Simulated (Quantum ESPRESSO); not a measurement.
# CaC2 (I4/mmm): zone-centre phonons

Which modes does CaC2 (I4/mmm) have at the zone centre?

Program: Quantum ESPRESSO 8.0 development, patched. Level of theory: DFT LDA, scalar-relativistic, plane waves, PseudoDojo norm-conserving pseudopotentials. Results are calculated unless marked as measured.

### 1. The starting structure

Symmetry: I4/mmm, No. 139, tetragonal system. Conventional cell: a = 3.869 Å, b = 3.869 Å, c = 6.404 Å, α = 90.00°, β = 90.00°, γ = 90.00°. Ca has 10 C at 2.58 to 2.81 Å nearest. C has 1 C at 1.25 Å and 5 Ca at 2.58 to 2.81 Å nearest. Farther neighbours are not listed.

### 2. A first look

A cheap run with smearing and empty bands tells whether the crystal has a gap, which decides between fixed occupations and smearing later on.

Input file probe.in:

```
&CONTROL
  calculation = 'scf'
  prefix      = 'x'
  outdir      = './tmp'
  pseudo_dir  = './pseudo'
  tprnfor     = .true.
  tstress     = .true.
  verbosity   = 'high'
/
&SYSTEM
  ibrav       = 0
  nat         = 3
  ntyp        = 2
  ecutwfc     = 82.0
  occupations = 'smearing'
  smearing    = 'gaussian'
  degauss     = 0.01
/
&ELECTRONS
  conv_thr         = 1.0d-07
  mixing_beta      = 0.7
  electron_maxstep = 100
/
ATOMIC_SPECIES
 Ca     40.0780  Ca.upf
 C      12.0110  C.upf
CELL_PARAMETERS angstrom
    -1.934298600    1.934298600    3.202111240
     1.934298600   -1.934298600    3.202111240
     1.934298600    1.934298600   -3.202111240
ATOMIC_POSITIONS crystal
 Ca     0.000000000   0.000000000   0.000000000
 C      0.597892720   0.597892720   0.000000000
 C      0.402107280   0.402107280   0.000000000
K_POINTS automatic
 6 6 6 0 0 0
```

Started as:

```sh
> OMP_NUM_THREADS=1 mpirun -n 4 pw.x -nk 4 -in probe.in > probe.out
```

Output:

```text
[banners, grids, parts of the stress and lines that vanish by symmetry left out]
Program PWSCF v.8.0dev
     Message from routine setup:
     using ibrav=0 with symmetry is DISCOURAGED, use correct ibrav instead
[...]
kinetic-energy cutoff     =      82.0000  Ry
     charge density cutoff     =     328.0000  Ry
     scf convergence threshold =      1.0E-07
[...]
Exchange-correlation= SLA-PW-NOGX-NOGC
                           (   1   4   0   0   0   0   0)
[...]
16 Sym. Ops., with inversion, found
[...]
(     0          1          0      )
                  (     0          0          1      )
[...]
(  0.0000000  1.0000000  0.0000000 )
                  ( -0.0000000 -0.0000000  1.0000000 )
[...]
(     1          0          0      )
                  (    -1         -1         -1      )
[...]
( -1.0000000 -0.0000000 -0.0000000 )
                  (  0.0000000 -0.0000000 -1.0000000 )
[...]
number of k points=    30  Gaussian smearing, width (Ry)=  0.0100
[...]
c_bands:  2 eigenvalues not converged
     c_bands: 2 eigenvalues not converged on the other pools
[...]
End of self-consistent calculation
[...]
the Fermi energy is     5.3238 ev
!    total energy              =    -101.45469003 Ry
[...]
convergence has been achieved in   8 iterations
[...]
atom    1 type  1   force =    -0.00000000   -0.00000000   -0.00000000
     atom    2 type  2   force =     0.00000000   -0.00000000    0.01054719
     atom    3 type  2   force =    -0.00000000    0.00000000   -0.01054719
[...]
Total force =     0.014916     Total SCF correction =     0.000009
[...]
total   stress  (Ry/bohr**3)                   (kbar)     P=      -42.67
[...]
XML data file, charge density, pseudopotentials, collected wavefunctions

   JOB DONE.
```

It took 7.9 s on 4 MPI ranks of Arm Neoverse V2, shared host; 31 s of CPU time.

Numbers from this step:

```
volume per atom   : 15.97 Å³
pressure          : -4.267 GPa
gap on the k-mesh : 1.178 eV
```

A gap of 1.2 eV opens on this mesh, so the crystal is taken as an insulator; the start stands at -4.3 GPa.

### 3. Relaxing the cell and atoms

The harmonic expansion starts where the forces on the atoms vanish, and stress shifts the frequencies, so cell and atoms are relaxed with tight thresholds.

Input file relax.in:

```
&CONTROL
  calculation   = 'vc-relax'
  prefix        = 'x'
  outdir        = './tmp'
  pseudo_dir    = './pseudo'
  tprnfor       = .true.
  tstress       = .true.
  forc_conv_thr = 2.0d-05
  etot_conv_thr = 1.0d-07
  nstep         = 40
/
&SYSTEM
  ibrav       = 0
  nat         = 3
  ntyp        = 2
  ecutwfc     = 98
  occupations = 'fixed'
  nbnd        = 11
/
&ELECTRONS
  conv_thr         = 1.0d-11
  mixing_beta      = 0.7
  electron_maxstep = 100
/
&IONS
/
&CELL
  press_conv_thr = 0.2
/
ATOMIC_SPECIES
 Ca     40.0780  Ca.upf
 C      12.0110  C.upf
CELL_PARAMETERS angstrom
    -1.934298600    1.934298600    3.202111240
     1.934298600   -1.934298600    3.202111240
     1.934298600    1.934298600   -3.202111240
ATOMIC_POSITIONS crystal
 Ca     0.000000000   0.000000000   0.000000000
 C      0.597892720   0.597892720   0.000000000
 C      0.402107280   0.402107280   0.000000000
K_POINTS automatic
 8 8 8 0 0 0
```

Started as:

```sh
> OMP_NUM_THREADS=1 mpirun -n 4 pw.x -nk 4 -in relax.in > relax.out
```

Output:

```text
[banners, grids, parts of the stress and lines that vanish by symmetry left out]
[banner, memory and clock lines left out]
Program PWSCF v.8.0dev

[...]
kinetic-energy cutoff     =      98.0000  Ry
     charge density cutoff     =     392.0000  Ry
     scf convergence threshold =      1.0E-11
[...]
energy convergence thresh.=      1.0E-07
     force convergence thresh. =      2.0E-05
     press convergence thresh. =      2.0E-01
     Exchange-correlation= SLA-PW-NOGX-NOGC
                           (   1   4   0   0   0   0   0)
[...]
16 Sym. Ops., with inversion, found
[...]
number of k points=    59
[...]
c_bands: 7 eigenvalues not converged on the other pools
[...]
c_bands: 2 eigenvalues not converged on the other pools
[...]
c_bands: 3 eigenvalues not converged on the other pools
[...]
c_bands: 1 eigenvalues not converged on the other pools
[...]
End of self-consistent calculation
[...]
highest occupied, lowest unoccupied level (ev):     4.7109    5.8896
!    total energy              =    -101.45478068 Ry
[...]
convergence has been achieved in  12 iterations
[...]
atom    1 type  1   force =    -0.00000000   -0.00000000    0.00000000
     atom    2 type  2   force =    -0.00000000   -0.00000000    0.01059856
     atom    3 type  2   force =     0.00000000    0.00000000   -0.01059856
     Total force =     0.014989     Total SCF correction =     0.000002
[...]
total   stress  (Ry/bohr**3)                   (kbar)     P=      -42.08
[...]
number of bfgs steps    =   0
[...]
CELL_PARAMETERS (angstrom)
[...]
ATOMIC_POSITIONS (crystal)
Ca              -0.0000000000       -0.0000000000       -0.0000000000
C                0.5987684728        0.5987684728       -0.0000000000
C                0.4012315272        0.4012315272        0.0000000000
[...]
New effective cutoffs (rho, wfc):  397.66   99.52
[...]
End of self-consistent calculation
[...]
highest occupied, lowest unoccupied level (ev):     4.9090    6.0087
!    total energy              =    -101.45667990 Ry
[...]
convergence has been achieved in   9 iterations
[...]
atom    1 type  1   force =    -0.00000000   -0.00000000   -0.00000000
     atom    2 type  2   force =    -0.00000000   -0.00000000    0.00265685
     atom    3 type  2   force =     0.00000000    0.00000000   -0.00265685
[...]
total   stress  (Ry/bohr**3)                   (kbar)     P=        0.52
[...]
number of bfgs steps    =   6
[...]
highest occupied, lowest unoccupied level (ev):     5.4949    6.3524
!    total energy              =    -101.45870128 Ry
[...]
convergence has been achieved in   5 iterations
[...]
atom    2 type  2   force =     0.00000000    0.00000000    0.00007937
     atom    3 type  2   force =    -0.00000000   -0.00000000   -0.00007937
     Total force =     0.000112     Total SCF correction =     0.000000
[...]
total   stress  (Ry/bohr**3)                   (kbar)     P=        0.06
[...]
number of bfgs steps    =   7
[...]
small trust_radius: resetting bfgs history
[...]
New effective cutoffs (rho, wfc):  414.68  103.79
[...]
End of self-consistent calculation
[...]
highest occupied, lowest unoccupied level (ev):     5.4947    6.3518
!    total energy              =    -101.45870127 Ry
[...]
convergence has been achieved in   6 iterations
[...]
atom    1 type  1   force =     0.00000000    0.00000000    0.00000000
     atom    2 type  2   force =    -0.00000000    0.00000000   -0.00024977
     atom    3 type  2   force =    -0.00000000    0.00000000    0.00024977
     Total force =     0.000353     Total SCF correction =     0.000000
[...]
total   stress  (Ry/bohr**3)                   (kbar)     P=       -0.07
[...]
number of bfgs steps    =   8
[...]
resetting bfgs history
     Message from routine bfgs:
[...]
CELL_PARAMETERS (angstrom)
[...]
ATOMIC_POSITIONS (crystal)
[...]
New effective cutoffs (rho, wfc):  414.68  103.79
[...]
End of self-consistent calculation
[...]
highest occupied, lowest unoccupied level (ev):     5.4947    6.3518
!    total energy              =    -101.45870127 Ry
[...]
convergence has been achieved in   2 iterations
[...]
atom    1 type  1   force =    -0.00000000   -0.00000000   -0.00000000
     atom    2 type  2   force =    -0.00000000   -0.00000000   -0.00024949
     atom    3 type  2   force =     0.00000000    0.00000000    0.00024949
     Total force =     0.000353     Total SCF correction =     0.000000
[...]
total   stress  (Ry/bohr**3)                   (kbar)     P=       -0.07
[...]
Message from routine bfgs:
[...]
bfgs failed after  11 scf cycles and   8 bfgs steps, convergence not achieved
[...]
End of BFGS Geometry Optimization
     Final enthalpy           =    -101.4587012654 Ry
     File ./tmp/x.bfgs deleted, as requested
[...]
CELL_PARAMETERS (angstrom)
[...]
ATOMIC_POSITIONS (crystal)
[...]
C                0.5998777527        0.5998777527       -0.0000000000
C                0.4001222473        0.4001222473        0.0000000000
[...]
XML data file, charge density, pseudopotentials, collected wavefunctions
```

Elapsed: 3.2 min, on 4 MPI ranks.

The run stopped without converging: the BFGS search stopped short of its thresholds.

### 4. Relaxing the cell and atoms

The search is taken up again from its last cell, with wider thresholds.

Input file relax.in:

```
&CONTROL
  calculation   = 'vc-relax'
  prefix        = 'x'
  outdir        = './tmp'
  pseudo_dir    = './pseudo'
  tprnfor       = .true.
  tstress       = .true.
  forc_conv_thr = 1.0d-04
  etot_conv_thr = 1.0d-06
  nstep         = 40
/
&SYSTEM
  ibrav       = 0
  nat         = 3
  ntyp        = 2
  ecutwfc     = 98
  occupations = 'fixed'
  nbnd        = 11
/
&ELECTRONS
  conv_thr         = 1.0d-11
  mixing_beta      = 0.7
  electron_maxstep = 100
/
&IONS
/
&CELL
  press_conv_thr = 0.5
/
ATOMIC_SPECIES
 Ca     40.0780  Ca.upf
 C      12.0110  C.upf
CELL_PARAMETERS angstrom
    -1.879459094    1.879459094    3.138282921
     1.879459094   -1.879459094    3.138282921
     1.879459094    1.879459094   -3.138282921
ATOMIC_POSITIONS crystal
 Ca     0.000000000   0.000000000   0.000000000
 C      0.599877753   0.599877753   0.000000000
 C      0.400122247   0.400122247   0.000000000
K_POINTS automatic
 8 8 8 0 0 0
```

Output:

```text
[banners, grids, parts of the stress and lines that vanish by symmetry left out]
[banner, memory and clock lines left out]
Program PWSCF v.8.0dev

[...]
kinetic-energy cutoff     =      98.0000  Ry
     charge density cutoff     =     392.0000  Ry
     scf convergence threshold =      1.0E-11
[...]
energy convergence thresh.=      1.0E-06
     force convergence thresh. =      1.0E-04
     press convergence thresh. =      5.0E-01
     Exchange-correlation= SLA-PW-NOGX-NOGC
                           (   1   4   0   0   0   0   0)
[...]
16 Sym. Ops., with inversion, found
[...]
number of k points=    59
[...]
c_bands: 7 eigenvalues not converged on the other pools
[...]
c_bands: 1 eigenvalues not converged on the other pools
[...]
c_bands: 1 eigenvalues not converged on the other pools
[...]
End of self-consistent calculation
[...]
highest occupied, lowest unoccupied level (ev):     5.4947    6.3518
!    total energy              =    -101.45869851 Ry
[...]
convergence has been achieved in  10 iterations
[...]
atom    1 type  1   force =     0.00000000    0.00000000    0.00000000
     atom    2 type  2   force =     0.00000000   -0.00000000   -0.00024850
     atom    3 type  2   force =     0.00000000    0.00000000    0.00024850
     Total force =     0.000351     Total SCF correction =     0.000003
[...]
total   stress  (Ry/bohr**3)                   (kbar)     P=       -0.05
[...]
number of bfgs steps    =   0
[...]
CELL_PARAMETERS (angstrom)
[...]
ATOMIC_POSITIONS (crystal)
Ca               0.0000000000        0.0000000000        0.0000000000
C                0.5998568023        0.5998568023        0.0000000000
C                0.4001431977        0.4001431977        0.0000000000
[...]
New effective cutoffs (rho, wfc):  391.92   98.01
[...]
End of self-consistent calculation
[...]
highest occupied, lowest unoccupied level (ev):     5.4945    6.3530
!    total energy              =    -101.45869837 Ry
[...]
convergence has been achieved in   5 iterations
[...]
atom    1 type  1   force =    -0.00000000   -0.00000000   -0.00000000
     atom    2 type  2   force =    -0.00000000    0.00000000    0.00070025
     atom    3 type  2   force =     0.00000000    0.00000000   -0.00070025
     Total force =     0.000990     Total SCF correction =     0.000000
[...]
total   stress  (Ry/bohr**3)                   (kbar)     P=        0.30
[...]
number of bfgs steps    =   1
[...]
resetting bfgs history
[...]
CELL_PARAMETERS (angstrom)
[...]
ATOMIC_POSITIONS (crystal)
Ca               0.0000000000        0.0000000000        0.0000000000
[...]
New effective cutoffs (rho, wfc):  391.92   98.01
[...]
End of self-consistent calculation
[...]
highest occupied, lowest unoccupied level (ev):     5.4945    6.3530
!    total energy              =    -101.45869837 Ry
[...]
convergence has been achieved in   1 iterations
[...]
atom    1 type  1   force =     0.00000000   -0.00000000    0.00000000
     atom    2 type  2   force =     0.00000000    0.00000000    0.00070282
     atom    3 type  2   force =    -0.00000000   -0.00000000   -0.00070282
     Total force =     0.000994     Total SCF correction =     0.000001
[...]
total   stress  (Ry/bohr**3)                   (kbar)     P=        0.29
[...]
number of bfgs steps    =   1
[...]
resetting bfgs history
     Message from routine bfgs:
[...]
CELL_PARAMETERS (angstrom)
[...]
ATOMIC_POSITIONS (crystal)
[...]
New effective cutoffs (rho, wfc):  391.92   98.01
[...]
End of self-consistent calculation
[...]
highest occupied, lowest unoccupied level (ev):     5.4945    6.3530
!    total energy              =    -101.45869837 Ry
[...]
convergence has been achieved in   1 iterations
[...]
atom    1 type  1   force =     0.00000000    0.00000000    0.00000000
     atom    2 type  2   force =    -0.00000000   -0.00000000    0.00070050
     atom    3 type  2   force =     0.00000000    0.00000000   -0.00070050
     Total force =     0.000991     Total SCF correction =     0.000003
[...]
total   stress  (Ry/bohr**3)                   (kbar)     P=        0.29
[...]
Message from routine bfgs:
[...]
bfgs failed after   4 scf cycles and   1 bfgs steps, convergence not achieved
[...]
End of BFGS Geometry Optimization
     Final enthalpy           =    -101.4586983686 Ry
     File ./tmp/x.bfgs deleted, as requested
[...]
CELL_PARAMETERS (angstrom)
[...]
ATOMIC_POSITIONS (crystal)
[...]
C                0.5998568005        0.5998568005       -0.0000000000
C                0.4001431995        0.4001431995        0.0000000000
[...]
XML data file, charge density, pseudopotentials, collected wavefunctions
```

Run time: 34 s. Hardware: 4 MPI ranks.

The run stopped without converging: the BFGS search stopped short of its thresholds.

### 5. What came out

| Property | Result |
| --- | --- |
| last step | not converged: the BFGS search stopped short of its thresholds |

What this shows: The chain ended before any phonons were found, so nothing is said of the vibrations.

[Host names and launcher messages were left out of these logs when they were recorded.]

[Logs are printed without paths, hosts, clocks, repeated set-up lines and the standing remarks that a program may print on its own settings, such as how far it seeks lower states.]

[Hosts, paths, dates, database ids (printed as entryN), source tags and the programs' standing remarks are cut or masked in the printed files.]
